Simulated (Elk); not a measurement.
# AlNi3: which magnetic order is lowest, part 3 of 3

Aim: find out whether AlNi3 carries moments, and which collinear order costs least.

Elk 11.2.3 (patched build); PBE; all-electron APW+lo, Dirac cores, scalar-relativistic bands.

So far. Step 3 (Run 2 (antiferro q=(0,0,1/2) +-+-+-)): It lies 2.99 meV a seeded atom over the first start. Step 4 (Run 3 (no spin polarisation)): It lies 2.97 meV a seeded atom over the first start.

## Step 6: Orbital moments

Level of this step: PBE; all-electron APW+lo, Dirac cores, scalar-relativistic bands with second-variational spin-orbit coupling (Elk).

Orbital moments arise only with spin–orbit coupling, and measured moments hold them.

The run goes on from the saved lowest state, with the moments along the z axis of the cell.

Contents of elk.in:

```
tasks
  1
  15

xctype
  20

rgkmax
  7.0

nempty
  8

swidth
  0.001837

reducebf
  0.5

epsengy
  1e-05

maxscl
  100

lmaxi
  3

spinpol
  .true.

spinorb
  .true.

cmagz
  .true.

sppath
  './'

avec
  6.65760855553 0.00000000000 0.00000000000
  0.00000000000 6.65760855553 0.00000000000
  0.00000000000 0.00000000000 6.65760855553

atoms
  2
  'Al.in'
  1
  0.0000000000 0.0000000000 0.0000000000   0.000000 0.000000 0.000000
  'Ni.in'
  3
  0.0000000000 0.5000000000 0.5000000000   0.000000 0.000000 -0.000050
  0.5000000000 0.0000000000 0.5000000000   0.000000 0.000000 -0.000050
  0.5000000000 0.5000000000 0.0000000000   0.000000 0.000000 -0.000050

ngridk
  10 10 10
```

Launch:

```console
> OMP_NUM_THREADS=8 elk
```

Numbers of over 12 decimals in the logs are rounded to 6 here.

What it wrote:

```text
Warning(gndstate): core states of species 1 leak from the muffin-tin :   0.4846668417E-03
Warning(gndstate): core states of species 2 leak from the muffin-tin :   0.4138059861E-03
Warning(chksvso): spin-orbit splittings by the second variation are low [figures from our tests cut]: local-orbitals by j (lorbdm 7 and 8, zora) mend levels alone
Warning(init1): few empty states an atom for a second variation :    8.000000000
 they are its basis, with spin, DFT+U, afieldc (12 by default), in Hartree-Fock and RDMFT; 30 and more for pressures

--- INFO.OUT ---
┌─────────────────────────┐
│ Elk code version 11.2.3 │
└─────────────────────────┘

All units are atomic (Hartree, Bohr, etc.)

┌──────────────────────────────────────────┐
│ Ground-state run resuming from STATE.OUT │
└──────────────────────────────────────────┘

Lattice vectors :
   6.657608556       0.000000000       0.000000000
   0.000000000       6.657608556       0.000000000
   0.000000000       0.000000000       6.657608556

Species : 1 (Al)
 parameters loaded from : Al.in
 name : aluminium
 nuclear charge    :   -13.00000000
 electronic charge :    13.00000000
 atomic mass :    49184.33496
 muffin-tin radius :    2.200000000
 number of radial points in muffin-tin :    793
 inner part over the whole radius :   0.9821194981E-02
 number on inner part of muffin-tin    :    552
 approximate nuclear radius :   0.5839653600E-04
 number of mesh points to nuclear radius :    244
 atomic positions (lattice), magnetic fields (Cartesian) :
  1 :   0.00000000  0.00000000  0.00000000    0.00000000  0.00000000  0.00000000

Species : 2 (Ni)
 parameters loaded from : Ni.in
 name : nickel
 nuclear charge    :   -28.00000000
 electronic charge :    28.00000000
 atomic mass :    106991.5231
 muffin-tin radius :    2.328820078
 number of radial points in muffin-tin :    993
 inner part over the whole radius :   0.9875947638E-02
 number on inner part of muffin-tin    :    700
 approximate nuclear radius :   0.7325707712E-04
 number of mesh points to nuclear radius :    335
 atomic positions (lattice), magnetic fields (Cartesian) :
  1 :   0.00000000  0.50000000  0.50000000    0.00000000  0.00000000  0.00000000
  2 :   0.50000000  0.00000000  0.50000000    0.00000000  0.00000000  0.00000000
  3 :   0.50000000  0.50000000  0.00000000    0.00000000  0.00000000  0.00000000

Total number of atoms per unit cell :    4
Total muffin-tin volume :    203.3171288
 ratio of muffin-tin to unit cell volume :   0.6889999626

Spin treatment :
 spin-polarised
 spin-orbit coupling
 global magnetic field (Cartesian) :    0.000000000       0.000000000       0.000000000
 collinear magnetisation in z-direction

Number of Bravais lattice symmetries :   48
Number of crystal symmetries         :    8
Crystal has inversion symmetry
Real symmetric eigensolver will be used

k-point grid :     10    10    10
k-point offset :    0.000000000       0.000000000       0.000000000
k-point set is reduced with full crystal symmetry group
Total number of k-points :      162

Muffin-tin radius times maximum |G+k| :    7.000000000
 using average radius
Maximum |G+k| for APW functions       :    3.047963991
Maximum (1/2)|G+k|²                   :    4.645042246
Maximum |G| for potential and density :    12.00000000
Constant for pseudocharge density :    7
 order of it for each species :   14  14
 order of it for pair densities of each species (exact exchange by exxq0 0: 14) :    9  10
Radial integration step length :    1

G-vector grid sizes :     27    27    27
Number of G-vectors :     8601

Maximum angular momentum used for
 APW functions            :    8
 outer part of muffin-tin :    6
 inner part of muffin-tin :    3

Number of empty states         :     32
Total number of valence states :    122
Total number of core states    :     40

Third-order local-orbitals added for an l without core states : T
Total number of local-orbitals :     76

Exchange-correlation functional :     20     0     0
 Perdew-Burke-Ernzerhof, Phys. Rev. Lett. 77, 3865 (1996)
 gradient requirement :    1
 generalised gradient approximation (GGA)

Smearing type :    3
 Fermi-Dirac
Smearing width :   0.1837000000E-02
Effective electronic temperature (K) :    580.0787206

Mixing type :    3
 Broyden mixing, J. Phys. A: Math. Gen. 17, L317 (1984)

Potential read in from STATE.OUT

┌──────────────────────────────┐
│ Self-consistent loop started │
└──────────────────────────────┘

[... earlier loops left out ...]

┌──────────────────┐
│ Loop number : 14 │
└──────────────────┘

Energies :
 Fermi                       :     0.308833
 sum of occupied eigenvalues :     -2746.4774185743
 electron kinetic            :      4878.8223139732
 core electron kinetic       :      4340.6303275276
 Coulomb                     :     -9474.6095328403
 Coulomb potential           :     -7353.1750446624
 nuclear-nuclear             :     -838.53197100836
 electron-nuclear            :     -9950.6189927077
 Hartree                     :      1314.5414308757
 Madelung                    :     -5798.0220105091
 xc potential                :     -272.11898782476
 xc effective B-field        :    -0.57001185571692E-02
 external B-field            :      0.000000
 exchange                    :     -205.03190760574
 correlation                 :     -4.552860
 electron entropic           :    -0.10460924595655E-02
 total energy                :     -4805.3730321784
 (external B-field energy excluded from total)

Density of states at Fermi energy :    93.53849843
 (states/Hartree/unit cell)

Estimated indirect band gap :   0.3499358910E-03
 from k-point 89 to k-point 28
Estimated direct band gap   :   0.1304440437E-02
 at k-point 28

Charges :
 core                        :    40.00000000
 valence                     :    57.00000000
 interstitial                :    3.563074685
 muffin-tins (core leakage)
  species : 1 (Al)
   atom 1                    :    11.41391776     (  0.4846668417E-03)
  species : 2 (Ni)
   atom 1                    :    27.34098324     (  0.4138059861E-03)
   atom 2                    :    27.34098324     (  0.4138059861E-03)
   atom 3                    :    27.34104108     (  0.4138045205E-03)
 total in muffin-tins        :    93.43692531
 total calculated charge     :    96.99766490
 total charge                :    97.00000000
 error                       :   0.2335101806E-02

Moments :
 interstitial                :  -0.4135209827E-01
 muffin-tins
  species : 1 (Al)
   atom 1                    :  -0.1669422100E-01
  species : 2 (Ni)
   atom 1                    :   0.2465617229
   atom 2                    :   0.2465617229
   atom 3                    :   0.2466550946
 total in muffin-tins        :   0.7230843194
 total moment                :   0.6817322211

┌──────────────────────────────┐
│ Self-consistent loop stopped │
└──────────────────────────────┘

Warning : core states of species 1 leak from the muffin-tin :   0.4846668417E-03

Warning : core states of species 2 leak from the muffin-tin :   0.4138059861E-03

Wrote STATE.OUT
```

Elapsed: 5.4 min, on 8 threads of Arm Neoverse V1, shared host; peak memory 0.83 GiB; 41 min of CPU time.

Spin moment in the muffin-tin sphere by atom:

```csv
atom,spin moment in the muffin-tin sphere (μB)
Al1,-0.017
Ni2,0.247
Ni3,0.247
Ni4,0.247
```

This step gave:

```
density of states at the Fermi level : 3.437 states/eV/cell
moment between the spheres           : -0.04135 μB
magnetization                        : 0.6817 μB
final state                          : ferromagnetic
```

Orbital moment <L> in the sphere by atom:

```csv
atom,x (μB),y (μB),z (μB),size
Al1,0.0000,0.0000,-0.0001,0.0001
Ni2,0.0000,0.0000,0.0150,0.0150
Ni3,0.0000,0.0000,0.0150,0.0150
Ni4,0.0000,0.0000,0.0153,0.0153
```

## Step 7: Summary of results

```json
{
 "lowest state found": "ferromagnetic (typed ferro +++)",
 "largest site moment": "0.251 μB",
 "next state": "non-magnetic, 2.97 meV a seeded atom higher",
 "energy gained by spin polarisation": "2.97 meV a seeded atom",
 "with spin–orbit coupling: largest spin moment and its orbital moment": "0.247 and 0.0153 μB"
}
```

The lowest state found is ferromagnetic, reached from the start ferro +++, with moments up to 0.251 μB. The two lowest states lie so close that the mesh, the functional or spin–orbit coupling could swap them. Spin polarisation gains little. 1 start left the typed pattern (a sign turned or a seeded moment died), so such an energy belongs to the state reached, not the one typed. The orbital moment is almost quenched. This is the lowest of 3 finished starts, no proof of the ground state.

[Logs and program files are shortened in this print: banners, set-up blocks, solver, clock and traceback lines can be left out without a mark of their own.]

[Logs are printed without paths, hosts, clocks, repeated set-up lines and the standing remarks that a program may print on its own settings, such as how far it seeks lower states.]

[Hosts, paths, dates, database ids (printed as entryN), source tags and the programs' standing remarks are cut or masked in the printed files.]

[Where a cell is said to come from a database of computed structures, the database is the Materials Project.]
